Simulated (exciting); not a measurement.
Consider BaThO3, space group Pm-3m.

```xyz
5
Lattice="4.4800 0.0000 0.0000 0.0000 4.4800 0.0000 0.0000 0.0000 4.4800" Properties=species:S:1:pos:R:3 pbc="T T T"
Th    2.2400    2.2400    2.2400
Ba    0.0000    0.0000    0.0000
O     2.2400    0.0000    2.2400
O     0.0000    2.2400    2.2400
O     2.2400    2.2400    0.0000
```

Absorber: atom 3, with 2 Th at 2.24 Å (linear, site symmetry 4/mmm). Method: exciting, all-electron LAPW+lo, LDA, exchange and screened direct term (singlet BSE), 3×3×3 shifted k points, 55 conduction bands, |G+q| up to 3 bohr⁻¹, full RPA screening with nempty = 84, Lorentzian half width 0.45 eV.

The database entry behind the starting cell is an old determination (1934), so it need not match the best structure at ambient conditions.

Q: What does the O K spectrum look like, and is there a bound core exciton?

Bound core exciton? Undecided on this mesh: the first bright state (over 5 % of the brightest) lies at -0.27 eV from the Kohn–Sham onset and at -0.65 eV from the lowest bare transition of its own mesh; weaker or dark states reach down to -0.40 eV. Maxima (height): 0.0 eV (1.00), 8.4 eV (0.44), 13.2 eV (0.19) and 21.1 eV (0.18).

Energy from the Kohn–Sham onset, core level to the lowest empty state found on the meshes used; Im ε in relative units:

| E (eV) | Im ε |
| --- | --- |
| -4.0 | 0.02 |
| -3.5 | 0.03 |
| -3.0 | 0.03 |
| -2.5 | 0.04 |
| -2.0 | 0.06 |
| -1.5 | 0.11 |
| -1.0 | 0.20 |
| -0.5 | 0.51 |
| 0.0 | 0.99 |
| 0.5 | 0.73 |
| 1.0 | 0.51 |
| 1.5 | 0.48 |
| 2.0 | 0.40 |
| 2.5 | 0.32 |
| 3.0 | 0.27 |
| 3.5 | 0.25 |
| 4.0 | 0.22 |
| 4.5 | 0.17 |
| 5.0 | 0.11 |
| 5.5 | 0.08 |
| 6.0 | 0.08 |
| 6.5 | 0.09 |
| 7.0 | 0.12 |
| 7.5 | 0.21 |
| 8.0 | 0.33 |
| 8.5 | 0.42 |
| 9.0 | 0.25 |
| 9.5 | 0.18 |
| 10.0 | 0.18 |
| 10.5 | 0.14 |
| 11.0 | 0.11 |
| 11.5 | 0.10 |
| 12.0 | 0.10 |
| 12.5 | 0.13 |
| 13.0 | 0.18 |
| 13.5 | 0.18 |
| 14.0 | 0.16 |
| 14.5 | 0.12 |
| 15.0 | 0.09 |
| 15.5 | 0.09 |
| 16.0 | 0.10 |
| 16.5 | 0.10 |
| 17.0 | 0.09 |
| 17.5 | 0.09 |
| 18.0 | 0.10 |
| 18.5 | 0.09 |
| 19.0 | 0.09 |
| 19.5 | 0.10 |
| 20.0 | 0.15 |
| 20.5 | 0.17 |
| 21.0 | 0.18 |
| 21.5 | 0.18 |
| 22.0 | 0.14 |
| 22.5 | 0.10 |
| 23.0 | 0.08 |

With 27 k points the binding energies are rough, and fine structure above the first lines is partly noise of the mesh. Exchange and the short-range direct term aren't converged in the kernel cutoff. The zero comes from the unshifted 3×3×3 ground-state mesh; it is exact only where the band minimum lies on that mesh. The structure is a published determination, not relaxed.

[Banner, clock and machine lines of the logs are left out without a mark of their own.]

[Logs are printed without paths, hosts, clocks, repeated set-up lines and the standing remarks that a program may print on its own settings, such as how far it seeks lower states.]

[Hosts, paths, dates, database ids (printed as entryN), source tags and the programs' standing remarks are cut or masked in the printed files.]
